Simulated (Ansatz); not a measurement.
## How Rh(100) screens a field

Aim: image plane and induced charge of Rh(100).

Main program and level: Ansatz 0.2.0; plane-wave DFT, r2SCAN, Ansatz PAW.

## 1. The structure

The cell holds 6 atoms: 6 Rh. Cell: a = 2.687 Å, b = 2.687 Å, c = 27.500 Å, α = 90.0°, β = 90.0°, γ = 90.0°. Vacuum lies along c.

## 2. Atoms held, field 0

A sawtooth potential applies the field, turning back in the middle of the vacuum. With the dipole correction the typed value is the field outside the slab. The induced dipole is small, so the SCF threshold is tight.

Input file input.yaml:

```yaml
crystal:
  lattice:
    - [2.6870057685, 0.0, 0.0]
    - [0.0, 2.6870057685, 0.0]
    - [0.0, 0.0, 27.5]
  atoms:
    - { symbol: Rh, position: [0.5, 0.5, 0.3272727273] }
    - { symbol: Rh, position: [0.0, 0.0, 0.3963636364] }
    - { symbol: Rh, position: [0.5, 0.5, 0.4654545455] }
    - { symbol: Rh, position: [0.0, 0.0, 0.5345454545] }
    - { symbol: Rh, position: [0.5, 0.5, 0.6036363636] }
    - { symbol: Rh, position: [0.0, 0.0, 0.6727272727] }
kpoints:
  mp_grid: { grid: [18, 18, 1] }
hamiltonian:
  xc: r2scan
scf:
  occupations: { method: fermi_dirac, width: 0.1 }
  convergence: { dr2_threshold: 1.0e-10 }
efield:
  axis: 3
  dipole_correction: true
  ramp_position: 0.97
  ramp_width: 0.06
  amplitude: 0
output:
  forces: true
  write_potential: true
  write_density: true
  volumetric_format: npy
```

Launch:

```
$ ansatz run input.yaml --threads 4 --pin off --max-ram 6144MiB --backend cpu --events-out ev --progress --plain --runs-dir out
```

Numbers of over 12 decimals in the logs are rounded to 6 here.

Output:

```text
Engine: ansatz 0.2.0, aarch64-unknown-linux-gnu
Pseudopotentials: kind: paw
Pseudopotential: Rh, paw, valence charge 17, recommended cutoff 500 eV (meta_gga), Rh.paw.azcp
Functional definition: r2SCAN
  parameter k0 = 0.174
  parameter k1 = 0.065
  parameter a1 = 4.9479
  exchange = r2scan_x(k0 = k0, k1 = k1, a1 = a1)
  correlation = r2scan_c
Crystal: 6 atoms, lattice volume = 198.550 Å³
Basis set: ecut = 500 eV, 4953 PW (Γ), exchange–correlation on 80×80×864 points (64 copies of the dense FFT grid, shifted against one another)
Bands: 62, of which v1, the nominal top of the filled ones, is band 51 counted from 1 (50 counted from 0)
Symmetry: 8 space group operations
k-points: 55 of 324
Non-local potential: Rh, projectors of the file, l = 0: 3, l = 1: 2, l = 2: 2, l = 3: 1
PAW form: soft (Blöchl's): semilocal exchange-correlation on the pseudo side does not see the compensation charge
PAW frozen core: Rh, regenerated for the run's functional (the file was generated under x = pbe(κ = 0.804, μ = 0.219515), c = pbe(β = 0.066725))
PAW one-centre angular grid: Rh, 590 points (default); XC on 160 Gauss nodes
Initial density: superposition of atomic densities (neutral atoms: chi_scale 0, normalization atom), corrected by the library's trained network
Initial wavefunctions: pseudopotential atomic-orbital guess
Functional: x = r2scan, c = r2scan; τ floored in thin density (d = 2e-4 eV/Å³)
SCF iter   1: F=—  HF=-38489.270140 eV  |F-HF|=—  |Δ(HF+E_count)|=         —  Δρ=8.37e-3  dr2=2.33e-1  dr2_τ=4.99e-2  ethr=1.77e-3  p=0.000 e·Å  D=4.29e-13 V/Å  ΔV_dip=-0.00 eV  dr2_dipole=7.12e-7  V_vac-E_F(+/−)=4.95/4.95 eV  ⟨swp⟩=8.2  Hψ=15281  notcnv=0  defer=39
efield: sawtooth ramp at fractional position 0.9700 (set: `efield.ramp_position`, or a place that a band, a saddle search or an elastic batch's reference lends), width 0.0600; the density the first Hamiltonian is built on has a dipole p = 0.000 e·Å; the dipole correction subtracts the counter field D = 4.29e-13 V/Å, which shifts the + side's vacuum level by -0.00 eV against the − side's; the planar-averaged density in the ramp window peaks in size at 2.6e-5 e/Å³
preconditioner: auto → LDOS  [metal: Δε(μ)=0.015 eV  Ē_g=6.046 eV  σ=0.100 eV  W_gap=0.04  n_scr=48 (ndim 8)  ℏωp=19.4 eV  f_vac=0.535  D(μ)=8.62/eV (n_scr^D=76)  β→1.0]
SCF iter   2: F=—  HF=-38489.336944 eV  |F-HF|=—  |Δ(HF+E_count)|=   6.68e-2  Δρ=2.28e-3  dr2=8.69e-3  dr2_τ=1.49e-3  ethr=2.29e-4  p=-0.000 e·Å  D=-3.96e-6 V/Å  ΔV_dip=0.00 eV  dr2_dipole=1.33e-6  V_vac-E_F(+/−)=5.09/5.09 eV  ⟨swp⟩=2.7  Hψ=5861  notcnv=0  defer=55
SCF iter   3: F=—  HF=-38489.338178 eV  |F-HF|=—  |Δ(HF+E_count)|=   1.23e-3  Δρ=1.34e-3  dr2=3.42e-3  dr2_τ=2.76e-4  ethr=8.52e-6  p=-0.000 e·Å  D=-1.69e-6 V/Å  ΔV_dip=0.00 eV  dr2_dipole=2.29e-8  V_vac-E_F(+/−)=5.05/5.05 eV  ⟨swp⟩=3.0  Hψ=7867  notcnv=0  defer=55
SCF iter   4: F=—  HF=-38489.337836 eV  |F-HF|=—  |Δ(HF+E_count)|=   3.42e-4  Δρ=3.16e-4  dr2=2.25e-4  dr2_τ=1.27e-5  ethr=3.36e-6  p=-0.000 e·Å  D=-1.79e-6 V/Å  ΔV_dip=0.00 eV  dr2_dipole=2.85e-9  V_vac-E_F(+/−)=5.07/5.07 eV  ⟨swp⟩=2.1  Hψ=5098  notcnv=0  defer=55
SCF iter   5: F=—  HF=-38489.337913 eV  |F-HF|=—  |Δ(HF+E_count)|=   7.66e-5  Δρ=1.60e-4  dr2=5.02e-5  dr2_τ=3.52e-6  ethr=2.21e-7  p=-0.000 e·Å  D=-2.73e-7 V/Å  ΔV_dip=0.00 eV  dr2_dipole=4.45e-10  V_vac-E_F(+/−)=5.07/5.07 eV  ⟨swp⟩=2.7  Hψ=6179  notcnv=0  defer=55
SCF iter   6: F=—  HF=-38489.337913 eV  |F-HF|=—  |Δ(HF+E_count)|=   8.17e-7  Δρ=3.12e-5  dr2=2.84e-6  dr2_τ=1.16e-7  ethr=4.92e-8  p=-0.000 e·Å  D=-2.56e-7 V/Å  ΔV_dip=0.00 eV  dr2_dipole=9.37e-10  V_vac-E_F(+/−)=5.06/5.06 eV  ⟨swp⟩=2.6  Hψ=5709  notcnv=0  defer=55
SCF iter   7: F=—  HF=-38489.337882 eV  |F-HF|=—  |Δ(HF+E_count)|=   3.18e-5  Δρ=1.36e-5  dr2=5.47e-7  dr2_τ=2.69e-8  ethr=2.78e-9  p=-0.000 e·Å  D=-1.19e-7 V/Å  ΔV_dip=0.00 eV  dr2_dipole=2.97e-12  V_vac-E_F(+/−)=5.06/5.06 eV  ⟨swp⟩=2.2  Hψ=5337  notcnv=0  defer=55
SCF iter   8: F=—  HF=-38489.337882 eV  |F-HF|=—  |Δ(HF+E_count)|=   2.31e-7  Δρ=3.79e-6  dr2=3.92e-8  dr2_τ=3.86e-9  ethr=5.36e-10  p=-0.000 e·Å  D=-4.69e-8 V/Å  ΔV_dip=0.00 eV  dr2_dipole=7.42e-12  V_vac-E_F(+/−)=5.06/5.06 eV  ⟨swp⟩=2.1  Hψ=4998  notcnv=0  defer=55
SCF iter   9: F=—  HF=-38489.337882 eV  |F-HF|=—  |Δ(HF+E_count)|=   1.22e-8  Δρ=1.53e-6  dr2=7.80e-9  dr2_τ=4.89e-10  ethr=3.84e-11  p=-0.000 e·Å  D=-2.38e-8 V/Å  ΔV_dip=0.00 eV  dr2_dipole=3.96e-12  V_vac-E_F(+/−)=5.06/5.06 eV  ⟨swp⟩=3.5  Hψ=7382  notcnv=0  defer=55
SCF iter  10: F=—  HF=-38489.337882 eV  |F-HF|=—  |Δ(HF+E_count)|=   3.74e-9  Δρ=6.37e-7  dr2=9.20e-10  dr2_τ=5.33e-11  ethr=7.65e-12  p=-0.000 e·Å  D=-1.28e-8 V/Å  ΔV_dip=0.00 eV  dr2_dipole=7.31e-13  V_vac-E_F(+/−)=5.06/5.06 eV  ⟨swp⟩=2.1  Hψ=4890  notcnv=0  defer=55
SCF iter  11: F=—  HF=-38489.337882 eV  |F-HF|=—  |Δ(HF+E_count)|=   1.57e-9  Δρ=2.02e-7  dr2=1.63e-10  dr2_τ=6.07e-12  ethr=1.00e-12  p=-0.000 e·Å  D=-1.94e-9 V/Å  ΔV_dip=0.00 eV  dr2_dipole=1.88e-15  V_vac-E_F(+/−)=5.06/5.06 eV  ⟨swp⟩=2.4  Hψ=5606  notcnv=0  defer=55
iter 12 met the thresholds in force, and the SCF goes on: an eigenvalue changes by 3.20 meV, over its tolerance of 1.01 meV (output.eigenvalues, Limitations)
SCF iter  12: F=-38489.337882 eV  HF=-38489.337882 eV  |F-HF|=7.28e-11  |Δ(HF+E_count)|=  2.47e-10  Δρ=7.98e-8  dr2=1.48e-11  dr2_τ=9.01e-13  ethr=1.00e-12  p=-0.000 e·Å  D=-1.09e-9 V/Å  ΔV_dip=0.00 eV  dr2_dipole=1.08e-15  V_vac-E_F(+/−)=5.06/5.06 eV  ⟨swp⟩=13.4  Hψ=20260  notcnv=0
iter 13 met the thresholds in force, and the SCF goes on: an eigenvalue changes by 2.49 meV, over its tolerance of 1.00 meV (output.eigenvalues, Limitations)
SCF iter  13: F=-38489.337882 eV  HF=-38489.337882 eV  |F-HF|=1.53e-10  |Δ(HF+E_count)|=  2.11e-10  Δρ=2.90e-8  dr2=1.35e-12  dr2_τ=1.36e-13  ethr=1.00e-12  p=-0.000 e·Å  D=-1.67e-10 V/Å  ΔV_dip=0.00 eV  dr2_dipole=2.08e-15  V_vac-E_F(+/−)=5.06/5.06 eV  ⟨swp⟩=6.6  Hψ=16954  notcnv=0
Mixer restart at iter 13: flushing history
SCF iter  14: F=-38489.337882 eV  HF=-38489.337882 eV  |F-HF|=8.73e-10  |Δ(HF+E_count)|=  6.55e-11  Δρ=2.10e-7  dr2=6.92e-10  dr2_τ=7.34e-12  ethr=1.00e-12  p=0.000 e·Å  D=6.14e-8 V/Å  ΔV_dip=-0.00 eV  dr2_dipole=2.35e-10  V_vac-E_F(+/−)=5.06/5.06 eV  ⟨swp⟩=1.1  Hψ=3358  notcnv=0  κ⁻¹=1.0e0(r=1)
SCF iter  15: F=-38489.337882 eV  HF=-38489.337882 eV  |F-HF|=1.21e-8  |Δ(HF+E_count)|=    0.00e0  Δρ=4.16e-7  dr2=8.01e-9  dr2_τ=2.82e-11  ethr=1.00e-12  p=-0.000 e·Å  D=-2.92e-7 V/Å  ΔV_dip=0.00 eV  dr2_dipole=4.25e-9  V_vac-E_F(+/−)=5.06/5.06 eV  ⟨swp⟩=1.0  Hψ=3355  notcnv=0  κ⁻¹=1.1e-2(r=2)
SCF iter  16: F=-38489.337882 eV  HF=-38489.337882 eV  |F-HF|=3.35e-10  |Δ(HF+E_count)|=  3.64e-11  Δρ=1.22e-7  dr2=3.01e-10  dr2_τ=2.42e-12  ethr=1.00e-12  p=0.000 e·Å  D=1.46e-8 V/Å  ΔV_dip=-0.00 eV  dr2_dipole=8.20e-12  V_vac-E_F(+/−)=5.06/5.06 eV  ⟨swp⟩=1.0  Hψ=3355  notcnv=0  κ⁻¹=1.8e-3(r=3)
SCF iter  17: F=-38489.337882 eV  HF=-38489.337882 eV  |F-HF|=3.64e-11  |Δ(HF+E_count)|=  3.64e-11  Δρ=3.04e-8  dr2=9.47e-12  dr2_τ=1.47e-13  ethr=1.00e-12  p=0.000 e·Å  D=1.33e-9 V/Å  ΔV_dip=-0.00 eV  dr2_dipole=3.13e-15  V_vac-E_F(+/−)=5.06/5.06 eV  ⟨swp⟩=6.8  Hψ=13995  notcnv=0
SCF 1 converged in 17 iterations: F = -38489.337882 eV  dr2 = 9.47e-12
  greatest PAW one-centre occupation: 1.000 electrons in one spin orbital (limit 2), on the Rh atom at site 0 (counted from 0), in its partial waves of l = 1
WARN: The output density's exchange-correlation potential varies sharply where the density is thin. Do not read a vacuum level from v_tot or v_xc, or from such a field of the output density. On a cell that repeats whose density bears no net charge and no dipole along the vacuum's axis use v_es (v_loc + v_h of the components); under efield.dipole_correction with no amplitude use v_es + v_field, which holds any externa [...]
SCF converged after 17 iterations
an eigenvalue changed by more than its tolerance at an iteration that met the thresholds in force, so the SCF went on 2 times, its first undamped step at iteration 13: the last check found none over its tolerance
Free energy (F): -38489.337882 eV
Harris-Foulkes:  -38489.337882 eV  (|F-HF|=3.64e-11)
Internal energy: -38489.045329 eV  (E = F + TS)
E sigma→0 (E₀):  -38489.191606 eV
Entropy (-TS):   -0.292552 eV (-48.759 meV/atom)
Fermi energy:    6.271192 eV
Dipole field:    D = -0.000000 V/Å  (p = -0.000000 e·Å, saw-weighted, corrected)
Work function:   Φ+ = 5.0626 eV   Φ− = 5.0626 eV
Levels:          The Fermi level and band energies are counted from a zero that moves with the ramp; work functions are not
--- Per-component energies (eV) ---
  E_band       = -2214.647322
  E_kinetic    = 3434.659036
  E_local      = -216729.867796  (includes V_loc(G=0)·N_el)
  E_nonlocal   = 2137.498508
  E_hartree    = 106172.758286
  E_xc         = -1296.212782
  E_vxc        = -1878.251941  (∫ρ·V_xc dr)
  E_paw        = -21627.328591  (= ΣΔE_a)
  E_vpaw       = -1651.647530  (= ΣTr[D̂ρ^β])
  E_aug_tail   = 0.004088  (compensation charges beyond the density's cutoff)
  E_vtau       = 127.440645  (kinetic-family band-sum trace: ∫τ·v_τ [+ j·A + Jᵃ·Aᵃ] dr)
  E_efield     = 0.000000  (sawtooth field / dipole correction)
  E_vefield    = 0.000000  (∫n·V_field dr)
  E_ewald      = 89421.663678
  E_core_change = -2.219757  (= ΣΔE_core)
  E_smearing   = -0.292552  (= −TS)
  E_closure    = -0.000000  (closes the sum)
  Σ components = -38489.337882   (vs F -38489.337882, Δ=0.00e0)
--- Forces (eV/Å), atoms counted from 1 ---
  atom   1  Rh    -0.00000000     0.00000000     0.62204160
  atom   2  Rh    -0.00000000     0.00000000    -0.54172552
  atom   3  Rh    -0.00000000     0.00000000    -0.21027708
  atom   4  Rh     0.00000000     0.00000000     0.21027708
  atom   5  Rh     0.00000000     0.00000000     0.54172549
  atom   6  Rh     0.00000000     0.00000000    -0.62204150
  max |Σ_I F_I| component: 8.02e-8 eV/Å
--- Band table (eV; the first three rows and the last of 55) ---
  k-point 0: bands = [... 47 lower, 5.6022, 5.7263, 5.7263, 6.0164, 6.4072, 6.4439, 6.6273, 6.6273, ... 7 higher]
  k-point 1: bands = [... 47 lower, 5.4045, 5.5567, 5.6188, 6.1399, 6.2540, 6.3448, 6.6405, 6.7395, ... 7 higher]
  k-point 2: bands = [... 47 lower, 5.3230, 5.4323, 5.6129, 6.0019, 6.0816, 6.1132, 6.2410, 6.6222, ... 7 higher]
  k-point 54: bands = [... 47 lower, 6.6718, 7.3146, 7.3146, 7.3174, 7.3174, 7.8728, 7.8728, 10.6460, ... 7 higher]
```

Elapsed: 73 s, on 4 threads of Arm Neoverse V1, shared host; peak memory 1.2 GiB; 4.7 min of CPU time.

Reading the cycles: dr2 is the Hartree energy of the density residual (eV), the measure of convergence; HF is the Harris–Foulkes estimate of the energy, which meets the free energy F at convergence.

This step gave:

| Item | Value |
| --- | --- |
| energy at zero smearing | -38489.1916 eV |
| work function, upper face | 5.063 eV |
| dipole along the normal | -8.14e-8 e·Å |

Running mean over 1.9 Å of the planar mean; the ramp of the sawtooth is left out. Electron's electrostatic potential energy less the Fermi level against z:

```csv
z (Å),electron's electrostatic potential energy less the Fermi level (eV)
3.5,5.06
4.0,5.06
4.5,5.06
5.0,5.06
5.5,5.05
6.0,5.01
6.5,4.88
7.0,4.40
7.5,2.27
8.0,-3.52
8.5,-9.70
9.0,-12.2
9.5,-12.7
10.0,-12.8
10.5,-12.9
11.0,-13.0
11.5,-13.0
12.0,-13.1
12.5,-13.1
13.0,-13.1
13.5,-13.1
14.0,-13.1
14.5,-13.1
15.0,-13.1
15.5,-13.1
16.0,-13.0
16.5,-13.0
17.0,-12.9
17.5,-12.8
18.0,-12.7
18.5,-12.2
19.0,-9.70
19.5,-3.52
20.0,2.27
20.5,4.40
21.0,4.88
21.5,5.01
22.0,5.05
22.5,5.06
23.0,5.06
23.5,5.06
24.0,5.06
```

Force by atom:

| atom | x (eV/Å) | y (eV/Å) | z (eV/Å) | size |
| --- | --- | --- | --- | --- |
| Rh1 | 0.000 | 0.000 | 0.622 | 0.622 |
| Rh2 | 0.000 | 0.000 | -0.542 | 0.542 |
| Rh3 | 0.000 | 0.000 | -0.210 | 0.210 |
| Rh4 | 0.000 | 0.000 | 0.210 | 0.210 |
| Rh5 | 0.000 | 0.000 | 0.542 | 0.542 |
| Rh6 | 0.000 | 0.000 | -0.622 | 0.622 |

The work function of the upper face is 5.06 eV.

## 3. Single point, field 0.05 V/Å

input.yaml: that of step 2 with these lines changed.

```diff
@@ -24,3 +24,3 @@
   ramp_width: 0.06
-  amplitude: 0
+  amplitude: 0.05
 output:
```

Output:

```text
[...]
Crystal: 6 atoms, lattice volume = 198.550 Å³
Basis set: ecut = 500 eV, 4953 PW (Γ), exchange–correlation on 80×80×864 points (64 copies of the dense FFT grid, shifted against one another)
Bands: 62, of which v1, the nominal top of the filled ones, is band 51 counted from 1 (50 counted from 0)
Symmetry: 8 space group operations
k-points: 55 of 324
[...]
k-point 0: bands = [... 47 lower, 5.6021, 5.7262, 5.7262, 6.0163, 6.4070, 6.4437, 6.6272, 6.6272, ... 7 higher]
  k-point 1: bands = [... 47 lower, 5.4044, 5.5566, 5.6187, 6.1397, 6.2538, 6.3447, 6.6404, 6.7393, ... 7 higher]
  k-point 2: bands = [... 47 lower, 5.3229, 5.4322, 5.6128, 6.0018, 6.0813, 6.1132, 6.2409, 6.6221, ... 7 higher]
  k-point 54: bands = [... 47 lower, 6.6717, 7.3141, 7.3147, 7.3172, 7.3173, 7.8726, 7.8728, 10.6459, ... 7 higher]
[key lines of the parts left out:]
SCF converged after 17 iterations
Free energy (F): -38489.338524 eV
Fermi energy:    6.271054 eV
Dipole field:    D = 0.023398 V/Å  (p = 0.025673 e·Å, saw-weighted, corrected)
```

It took 72 s on 4 threads; peak memory 1.2 GiB.

The dipole is 0.0257 e·Å.

## 4. Atoms held, field -0.05 V/Å

input.yaml: that of step 3 with these lines changed.

```diff
@@ -24,3 +24,3 @@
   ramp_width: 0.06
-  amplitude: 0.05
+  amplitude: -0.05
 output:
```

Output:

```text
[...]
Crystal: 6 atoms, lattice volume = 198.550 Å³
Basis set: ecut = 500 eV, 4953 PW (Γ), exchange–correlation on 80×80×864 points (64 copies of the dense FFT grid, shifted against one another)
Bands: 62, of which v1, the nominal top of the filled ones, is band 51 counted from 1 (50 counted from 0)
Symmetry: 8 space group operations
k-points: 55 of 324
[...]
k-point 0: bands = [... 47 lower, 5.6021, 5.7262, 5.7262, 6.0163, 6.4070, 6.4437, 6.6272, 6.6272, ... 7 higher]
  k-point 1: bands = [... 47 lower, 5.4044, 5.5566, 5.6187, 6.1397, 6.2538, 6.3447, 6.6404, 6.7393, ... 7 higher]
  k-point 2: bands = [... 47 lower, 5.3229, 5.4322, 5.6128, 6.0018, 6.0813, 6.1132, 6.2409, 6.6221, ... 7 higher]
  k-point 54: bands = [... 47 lower, 6.6717, 7.3141, 7.3147, 7.3172, 7.3173, 7.8726, 7.8728, 10.6459, ... 7 higher]
[key lines of the parts left out:]
SCF converged after 17 iterations
Free energy (F): -38489.338524 eV
Fermi energy:    6.271054 eV
Dipole field:    D = -0.023397 V/Å  (p = -0.025673 e·Å, saw-weighted, corrected)
```

Run time: 69 s. Hardware: 4 threads; peak memory 1.2 GiB.

The dipole is -0.0257 e·Å.

## 5. Single point, field 0.1 V/Å

input.yaml: that of step 4 with these lines changed.

```diff
@@ -24,3 +24,3 @@
   ramp_width: 0.06
-  amplitude: -0.05
+  amplitude: 0.1
 output:
```

Output:

```text
[...]
Crystal: 6 atoms, lattice volume = 198.550 Å³
Basis set: ecut = 500 eV, 4953 PW (Γ), exchange–correlation on 80×80×864 points (64 copies of the dense FFT grid, shifted against one another)
Bands: 62, of which v1, the nominal top of the filled ones, is band 51 counted from 1 (50 counted from 0)
Symmetry: 8 space group operations
k-points: 55 of 324
[...]
k-point 0: bands = [... 47 lower, 5.6017, 5.7258, 5.7258, 6.0159, 6.4064, 6.4433, 6.6267, 6.6267, ... 7 higher]
  k-point 1: bands = [... 47 lower, 5.4040, 5.5562, 5.6182, 6.1393, 6.2534, 6.3441, 6.6400, 6.7389, ... 7 higher]
  k-point 2: bands = [... 47 lower, 5.3225, 5.4318, 5.6124, 6.0014, 6.0805, 6.1132, 6.2405, 6.6217, ... 7 higher]
  k-point 54: bands = [... 47 lower, 6.6713, 7.3134, 7.3146, 7.3168, 7.3170, 7.8721, 7.8724, 10.6455, ... 7 higher]
[key lines of the parts left out:]
SCF converged after 14 iterations
Free energy (F): -38489.340449 eV
Fermi energy:    6.270644 eV
Dipole field:    D = 0.046799 V/Å  (p = 0.051350 e·Å, saw-weighted, corrected)
```

Wall time 58 s (4 threads); peak memory 1.2 GiB.

The dipole is 0.0514 e·Å.

## 6. Single point, field -0.1 V/Å

input.yaml: that of step 5 with these lines changed.

```diff
@@ -24,3 +24,3 @@
   ramp_width: 0.06
-  amplitude: 0.1
+  amplitude: -0.1
 output:
```

Output:

```text
[...]
Crystal: 6 atoms, lattice volume = 198.550 Å³
Basis set: ecut = 500 eV, 4953 PW (Γ), exchange–correlation on 80×80×864 points (64 copies of the dense FFT grid, shifted against one another)
Bands: 62, of which v1, the nominal top of the filled ones, is band 51 counted from 1 (50 counted from 0)
Symmetry: 8 space group operations
k-points: 55 of 324
[...]
k-point 0: bands = [... 47 lower, 5.6017, 5.7258, 5.7258, 6.0159, 6.4064, 6.4433, 6.6267, 6.6267, ... 7 higher]
  k-point 1: bands = [... 47 lower, 5.4040, 5.5562, 5.6182, 6.1393, 6.2534, 6.3441, 6.6400, 6.7389, ... 7 higher]
  k-point 2: bands = [... 47 lower, 5.3225, 5.4318, 5.6124, 6.0014, 6.0805, 6.1132, 6.2405, 6.6217, ... 7 higher]
  k-point 54: bands = [... 47 lower, 6.6713, 7.3134, 7.3146, 7.3168, 7.3170, 7.8721, 7.8724, 10.6455, ... 7 higher]
[key lines of the parts left out:]
SCF converged after 14 iterations
Free energy (F): -38489.340449 eV
Fermi energy:    6.270644 eV
Dipole field:    D = -0.046801 V/Å  (p = -0.051353 e·Å, saw-weighted, corrected)
```

Wall time 57 s (4 threads); peak memory 1.2 GiB.

The dipole is -0.0514 e·Å.

## 7. Single point, field 0.2 V/Å

input.yaml: that of step 6 with these lines changed.

```diff
@@ -24,3 +24,3 @@
   ramp_width: 0.06
-  amplitude: -0.1
+  amplitude: 0.2
 output:
```

Output:

```text
[...]
Crystal: 6 atoms, lattice volume = 198.550 Å³
Basis set: ecut = 500 eV, 4953 PW (Γ), exchange–correlation on 80×80×864 points (64 copies of the dense FFT grid, shifted against one another)
Bands: 62, of which v1, the nominal top of the filled ones, is band 51 counted from 1 (50 counted from 0)
Symmetry: 8 space group operations
k-points: 55 of 324
[...]
k-point 0: bands = [... 47 lower, 5.6000, 5.7241, 5.7241, 6.0142, 6.4042, 6.4417, 6.6251, 6.6251, ... 7 higher]
  k-point 1: bands = [... 47 lower, 5.4027, 5.5545, 5.6166, 6.1377, 6.2518, 6.3421, 6.6384, 6.7372, ... 7 higher]
  k-point 2: bands = [... 47 lower, 5.3208, 5.4301, 5.6107, 5.9997, 6.0770, 6.1131, 6.2388, 6.6200, ... 7 higher]
  k-point 54: bands = [... 47 lower, 6.6697, 7.3111, 7.3133, 7.3151, 7.3155, 7.8703, 7.8709, 10.6438, ... 7 higher]
[key lines of the parts left out:]
SCF converged after 15 iterations
Free energy (F): -38489.348152 eV
Fermi energy:    6.268998 eV
Dipole field:    D = 0.093610 V/Å  (p = 0.102714 e·Å, saw-weighted, corrected)
```

Run time: 60 s. Hardware: 4 threads; peak memory 1.2 GiB; 4 min of CPU time.

The dipole is 0.103 e·Å.

## 8. Atoms held, field -0.2 V/Å

input.yaml: that of step 7 with these lines changed.

```diff
@@ -24,3 +24,3 @@
   ramp_width: 0.06
-  amplitude: 0.2
+  amplitude: -0.2
 output:
```

Output:

```text
[...]
Crystal: 6 atoms, lattice volume = 198.550 Å³
Basis set: ecut = 500 eV, 4953 PW (Γ), exchange–correlation on 80×80×864 points (64 copies of the dense FFT grid, shifted against one another)
Bands: 62, of which v1, the nominal top of the filled ones, is band 51 counted from 1 (50 counted from 0)
Symmetry: 8 space group operations
k-points: 55 of 324
[...]
k-point 0: bands = [... 47 lower, 5.6000, 5.7241, 5.7241, 6.0142, 6.4042, 6.4417, 6.6251, 6.6251, ... 7 higher]
  k-point 1: bands = [... 47 lower, 5.4027, 5.5545, 5.6166, 6.1377, 6.2518, 6.3421, 6.6384, 6.7372, ... 7 higher]
  k-point 2: bands = [... 47 lower, 5.3208, 5.4301, 5.6107, 5.9997, 6.0770, 6.1131, 6.2388, 6.6200, ... 7 higher]
  k-point 54: bands = [... 47 lower, 6.6697, 7.3111, 7.3133, 7.3151, 7.3155, 7.8703, 7.8709, 10.6438, ... 7 higher]
[key lines of the parts left out:]
SCF converged after 15 iterations
Free energy (F): -38489.348152 eV
Fermi energy:    6.268999 eV
Dipole field:    D = -0.093609 V/Å  (p = -0.102713 e·Å, saw-weighted, corrected)
```

Wall time 58 s (4 threads); peak memory 1.2 GiB.

The dipole is -0.103 e·Å.

(Continued in part 2 of 2.)

[Logs are printed without paths, hosts, clocks, repeated set-up lines and the standing remarks that a program may print on its own settings, such as how far it seeks lower states.]

[Hosts, paths, dates, database ids (printed as entryN), source tags and the programs' standing remarks are cut or masked in the printed files.]

[Maps of the electrostatic potential energy from Ansatz leave out the sawtooth potential of an applied field or a dipole correction, so their vacuum need not be flat; planar profiles and work functions include it.]
